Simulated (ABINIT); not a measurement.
# A GW chain in ABINIT: Na2H6Pt (Fm-3m), part 3 of 3

Wanted: ground state, empty states, screening and self-energy for Na2H6Pt (Fm-3m).

ABINIT 10.8.3; LDA and many-body steps on it, plane waves. Known limits of the many-body steps: not at the basis limit; no spin polarisation; d states lean on the start; no spin-orbit coupling; coarse k mesh.

So far. Step 4 (Empty states on the mesh, 2×2×2 mesh, 66 bands): On this mesh the gap is 3.341 eV. The earlier step found 3.300 eV, so this mesh misses an edge. Step 5 (Screening, 2×2×2 mesh, 60 bands, screening to 87.1 eV): Local fields lower ε∞ by 19 %. On a Γ-centred mesh this coarse the value itself is usually too large, while a short band sum pulls it down.

**6. Self-energy, 2×2×2 mesh, 60 bands, screening to 87.1 eV**

The self-energy is evaluated for the states that the input lists, and the levels follow from it, in one-shot runs by the linearised quasiparticle equation.

This step: G0W0 on LDA, plane waves, norm-conserving pseudopotentials.

Contents of run.abi:

```
acell 3*1.0 Angstrom
rprim 
  0.000000000000 3.629315950000 3.629315950000
  3.629315950000 -0.000000000000 3.629315950000
  3.629315950000 3.629315950000 -0.000000000000
ntypat 3
znucl 11 1 78
natom 9
typat 1 1 2 2 2 2 2 2 3
xred 
  0.750000000000 0.750000000000 0.750000000000
  0.250000000000 0.250000000000 0.250000000000
  0.774464350000 0.774464350000 0.225535650000
  0.225535650000 0.774464350000 0.225535650000
  0.774464350000 0.225535650000 0.225535650000
  0.225535650000 0.225535650000 0.774464350000
  0.774464350000 0.225535650000 0.774464350000
  0.225535650000 0.774464350000 0.774464350000
  0.000000000000 0.000000000000 0.000000000000
pp_dirpath "pseudos"
pseudos "Na.upf, H.upf, Pt.upf"
ecut 38
ngkpt 2 2 2
nshiftk 1
shiftk 0 0 0
kptopt 1
chksymbreak 0
istwfk *1
occopt 1
irdwfk 1
optdriver 4
nband 60
gwcalctyp 0
ecutsigx 38
symsigma 1
nkptgw 3
kptgw 
  0.5000000000 0.0000000000 0.0000000000
  0.5000000000 0.5000000000 0.0000000000
  0.0000000000 0.0000000000 0.0000000000
bdgw 
  20 23
  20 23
  19 24
ecuteps 3.2
irdscr 1
ppmodel 1
indata_prefix "in"
outdata_prefix "out"
tmpdata_prefix "tmp"
```

The run is started by

```bash
> OMP_NUM_THREADS=1 mpirun -n 4 abinit run.abi > log
```

Numbers of over 12 decimals in the logs are rounded to 6 here.

The log of the run:

```text
.Version 10.8.3 of ABINIT. v10.8.2 released Aug 2026.

 Symmetries : space group Fm -3 m (#225); Bravais cF (face-center cubic)
[... echo of the input left out ...]
== DATASET  1 ==================================================================
-   mpi_nproc: 4, omp_nthreads: 1 (-1 if OMP is not activated)

--- !DatasetInfo
iteration_state: {dtset: 1, }
dimensions: {natom: 9, nkpt: 3, mband: 60, nsppol: 1, nspinor: 1, nspden: 1, mpw: 7239, }
cutoff_energies: {ecut:  38.0, pawecutdg:  -1.0, }
electrons: {nelect:   4.20000000E+01, charge:   0.00000000E+00, occopt:   1.00000000E+00, tsmear:   1.00000000E-02, }

 SIGMA: Calculation of the GW corrections

 Based on a program developped by R.W. Godby, V. Olevano, G. Onida, and L. Reining.
 Incorporated in ABINIT by V. Olevano, G.-M. Rignanese, and M. Torrent.
.Using double precision arithmetic ; gwpc =  8

[... cell and pseudopotentials left out ...]
--------------------------------------------------------------------------------

 ==== K-mesh for the wavefunctions ====
 Number of points in the irreducible wedge :     3
[... list of points left out ...]
 Together with 48 symmetry operations and time-reversal symmetry
 yields     8 points in the full Brillouin Zone.

 ==== Q-mesh for screening function ====
 Number of points in the irreducible wedge :     3
[... list of points left out ...]
 Together with 48 symmetry operations and time-reversal symmetry
 yields     8 points in the full Brillouin Zone.

 vcoul_init : cutoff-mode = AUXILIARY_FUNCTION
 q-points for optical limit:   1
     1)      0.000010    0.000020    0.000030
 setmesh: FFT mesh size selected  =    54x   54x   54
          total number of points  =       157464

 Number of electrons calculated from density =   42.0000; Expected =   42.0000
 average of density, n =  0.065095
 r_s =    1.5421
 omega_plasma =   24.6110 [eV]

 === KS Band Gaps ===
  >>>> For spin  1
   Minimum direct gap =   4.1149 [eV], located at k-point      :   0.5000  0.5000  0.0000
   Fundamental gap    =   3.3410 [eV], Top of valence bands at :   0.5000  0.0000  0.0000
                                       Bottom of conduction at :   0.5000  0.5000  0.0000
 SIGMA fundamental parameters:
 PLASMON POLE MODEL  1
 number of plane-waves for SigmaX                 7239
 number of plane-waves for SigmaC and W            169
 number of plane-waves for wavefunctions          7239
 number of bands                                    60
 number of independent spin polarizations            1
 number of spinorial components                      1
 number of k-points in IBZ                           3
 number of q-points in IBZ                           3
 number of symmetry operations                      48
 number of k-points in BZ                            8
 number of q-points in BZ                            8
 number of frequencies for dSigma/dE                 9
 frequency step for dSigma/dE [eV]                0.25
 number of omega for Sigma on real axis              0
 max omega for Sigma on real axis  [eV]           0.00
 zcut for avoiding poles [eV]                     0.10

 EPSILON^-1 parameters (SCR file):
 dimension of the eps^-1 matrix on file            169
 dimension of the eps^-1 matrix used               169
 number of plane-waves for wavefunctions          7239
 number of bands                                    60
 number of q-points in IBZ                           3
 number of frequencies                               2
 number of real frequencies                          1
 number of imag frequencies                          1

 matrix elements of self-energy operator (all in [eV])

 Perturbative Calculation

--- !SelfEnergy_ee
iteration_state: {dtset: 1, }
kpoint     : [   0.500,    0.000,    0.000, ]
spin       : 1
KS_gap     :    5.659
QP_gap     :    7.997
Delta_QP_KS:    2.338
data: !SigmaeeData |
     Band     E0 <VxcDFT>   SigX SigC(E0)      Z dSigC/dE  Sig(E)    E-E0       E
       20   0.268 -12.043 -14.985   2.284   0.817  -0.223 -12.581  -0.538  -0.270
       21   0.268 -12.043 -14.985   2.284   0.817  -0.223 -12.581  -0.538  -0.270
       22   5.927 -13.071  -8.494  -2.410   0.830  -0.204 -11.272   1.800   7.726
       23   5.927 -13.071  -8.494  -2.410   0.830  -0.204 -11.272   1.800   7.726

--- !SelfEnergy_ee
iteration_state: {dtset: 1, }
kpoint     : [   0.500,    0.500,    0.000, ]
spin       : 1
KS_gap     :    4.115
QP_gap     :    6.337
Delta_QP_KS:    2.222
data: !SigmaeeData |
     Band     E0 <VxcDFT>   SigX SigC(E0)      Z dSigC/dE  Sig(E)    E-E0       E
       20  -0.506 -11.507 -14.575   2.289   0.815  -0.227 -12.143  -0.636  -1.142
       21  -0.506 -11.507 -14.575   2.289   0.815  -0.227 -12.143  -0.636  -1.142
       22   3.609 -12.084  -7.961  -2.228   0.837  -0.195 -10.498   1.586   5.195
       23   6.972 -10.590  -5.865  -2.733   0.846  -0.182  -8.905   1.685   8.657

--- !SelfEnergy_ee
iteration_state: {dtset: 1, }
kpoint     : [   0.000,    0.000,    0.000, ]
spin       : 1
KS_gap     :    5.839
QP_gap     :    8.079
Delta_QP_KS:    2.240
data: !SigmaeeData |
     Band     E0 <VxcDFT>   SigX SigC(E0)      Z dSigC/dE  Sig(E)    E-E0       E
       19   0.071 -11.809 -14.794   2.284   0.815  -0.227 -12.381  -0.572  -0.500
       20   0.071 -11.809 -14.794   2.284   0.815  -0.227 -12.381  -0.572  -0.500
       21   0.071 -11.809 -14.794   2.284   0.815  -0.227 -12.381  -0.572  -0.500
       22   5.910  -9.452  -4.524  -2.955   0.846  -0.182  -7.783   1.668   7.578
       23   7.578 -14.647  -9.643  -2.512   0.817  -0.224 -12.612   2.036   9.614
       24   7.578 -14.647  -9.643  -2.512   0.817  -0.224 -12.612   2.036   9.614

 New Fermi energy :        9.048394E-02 Ha ,    2.462194E+00 eV

 === QP Band Gaps ===
  >>>> For spin  1
   Minimum direct gap =   6.3368 [eV], located at k-point      :   0.5000  0.5000  0.0000
   Fundamental gap    =   5.4650 [eV], Top of valence bands at :   0.5000  0.0000  0.0000
                                       Bottom of conduction at :   0.5000  0.5000  0.0000

== END DATASET(S) ==============================================================
================================================================================

 -outvars: echo values of variables after computation  --------
           etotal      0.0000000000E+00
            nband          60
             nkpt           3
          spgroup         225
 [... the other variables as echoed above ...]

 Calculation completed.
```

Elapsed: 18 s, on 4 MPI ranks of AMD EPYC 7571, shared host; peak memory 0.98 GiB.

Numbers from this step:

```
G0W0 gap on the points computed              : 5.465 eV
starting gap on the mesh                     : 3.341 eV
k of the valence top                         : 0.5, 0, 0
k of the conduction bottom                   : 0.5, 0.5, 0
Z at the valence top                         : 0.817
Z at the conduction bottom                   : 0.837
least direct G0W0 gap on the computed points : 6.337 eV
```

The gap on the mesh goes from 3.34 eV to 5.46 eV, a correction of +2.12 eV. The start differs from the 3.30 eV found before because the two sample other k points.

Limits: finite bands, cutoff and mesh; no spin polarisation; d states lean on the start; no spin-orbit coupling; coarse k mesh. v1 is the top filled band, c1 the lowest empty one. Levels before and after the correction, in eV, zero at the valence-band top of each column:

|  | conduction bottom | valence top |
| --- | --- | --- |
| Kohn-Sham | 3.34 | 0.00 |
| G0W0 | 5.46 | 0.00 |

|  | level | energy (eV) |
| --- | --- | --- |
| Kohn-Sham | (0.5 0 0) v2-v1 | 0.000 |
| Kohn-Sham | (0.5 0 0) c1-c2 | 5.659 |
| Kohn-Sham | (0.5 0.5 0) v2-v1 | -0.774 |
| Kohn-Sham | (0.5 0.5 0) c1 | 3.341 |
| Kohn-Sham | (0.5 0.5 0) c2 | 6.704 |
| G0W0 | (0.5 0 0) v2-v1 | 0.000 |
| G0W0 | (0.5 0 0) c1-c2 | 7.996 |
| G0W0 | (0.5 0.5 0) v2-v1 | -0.872 |
| G0W0 | (0.5 0.5 0) c1 | 5.465 |
| G0W0 | (0.5 0.5 0) c2 | 8.927 |

**7. Where the time went**

Times are wall times on 4 MPI ranks of AMD EPYC 7571, shared host, good to a factor of about two.

| step | time | share | memory (GiB) |
| --- | --- | --- | --- |
| ground state | 2.6 min | 48 % | 0.46 |
| bands along the symmetry lines | 89 s | 27 % | 0.41 |
| empty states on the mesh | 41 s | 13 % | 0.36 |
| screening | 21 s | 6 % | 1.0 |
| self-energy | 18 s | 6 % | 0.98 |

**8. Summary of results**

```json
{
 "LDA gap": "3.28 eV, indirect",
 "G0W0 gap on the mesh": "5.46 eV",
 "G0W0 gap over the zone (rigid shift)": "5.41 eV",
 "GW settings": "2×2×2 mesh, 60 bands, screening to 87.1 eV, Godby-Needs plasmon pole",
 "known limits": "not at the basis limit; no spin polarisation; d states lean on the start; no spin-orbit coupling; coarse k mesh"
}
```

G0W0 moves the gap on the mesh from 3.34 eV to 5.46 eV (+2.12 eV), with Z of 0.82 and 0.84 at the edges. The mesh misses the band edges by 0.06 eV in all; a rigid shift gives 5.41 eV for the zone. Local fields lower the RPA ε∞ on this mesh from 5.07 to 4.10; a Γ-centred mesh this coarse tends to raise both, most where the direct gap is narrow, while a short band sum lowers them. The dearest step here is «ground state». Bands and cutoff are finite, so the gap is not at the basis limit. The miss can reach some tenths of an eV and take either sign; the mesh is an error of its own. A denser mesh or path gives a starting gap of 3.28 eV: the GW mesh misses a band edge, so its gaps are not the fundamental one. The 2×2×2 mesh is coarse for this cell, which bears on the long-range parts of exchange and screening. The runs have no spin polarisation. For a closed low-spin shell that is the natural state; where a d or f shell is open it is a constraint, and the gap is then not the crystal's own. With d states at the gap, one-shot GW leans hard on its start. The many-body steps are scalar-relativistic: spin-orbit coupling is not in them.

[Paths, hosts, dates, memory and timing lines, banners, echoed tables and standing remarks are left out of the program output.]

[Logs are printed without paths, hosts, clocks, repeated set-up lines and the standing remarks that a program may print on its own settings, such as how far it seeks lower states.]

[Runs of the session that timed out or met a known fault of the program may be left out.]

[Hosts, paths, dates, database ids (printed as entryN), source tags and the programs' standing remarks are cut or masked in the printed files.]

[G0W0 gaps are taken among the corrected bands and points alone; a level outside them can change the order at an edge.]

[Where Ansatz stands beside ABINIT at settings called matched, ABINIT's density can come from a denser mesh and the files from another edition; pairs whose starting gaps differed by over 0.03 eV were left out, so agreement reads better than it is.]
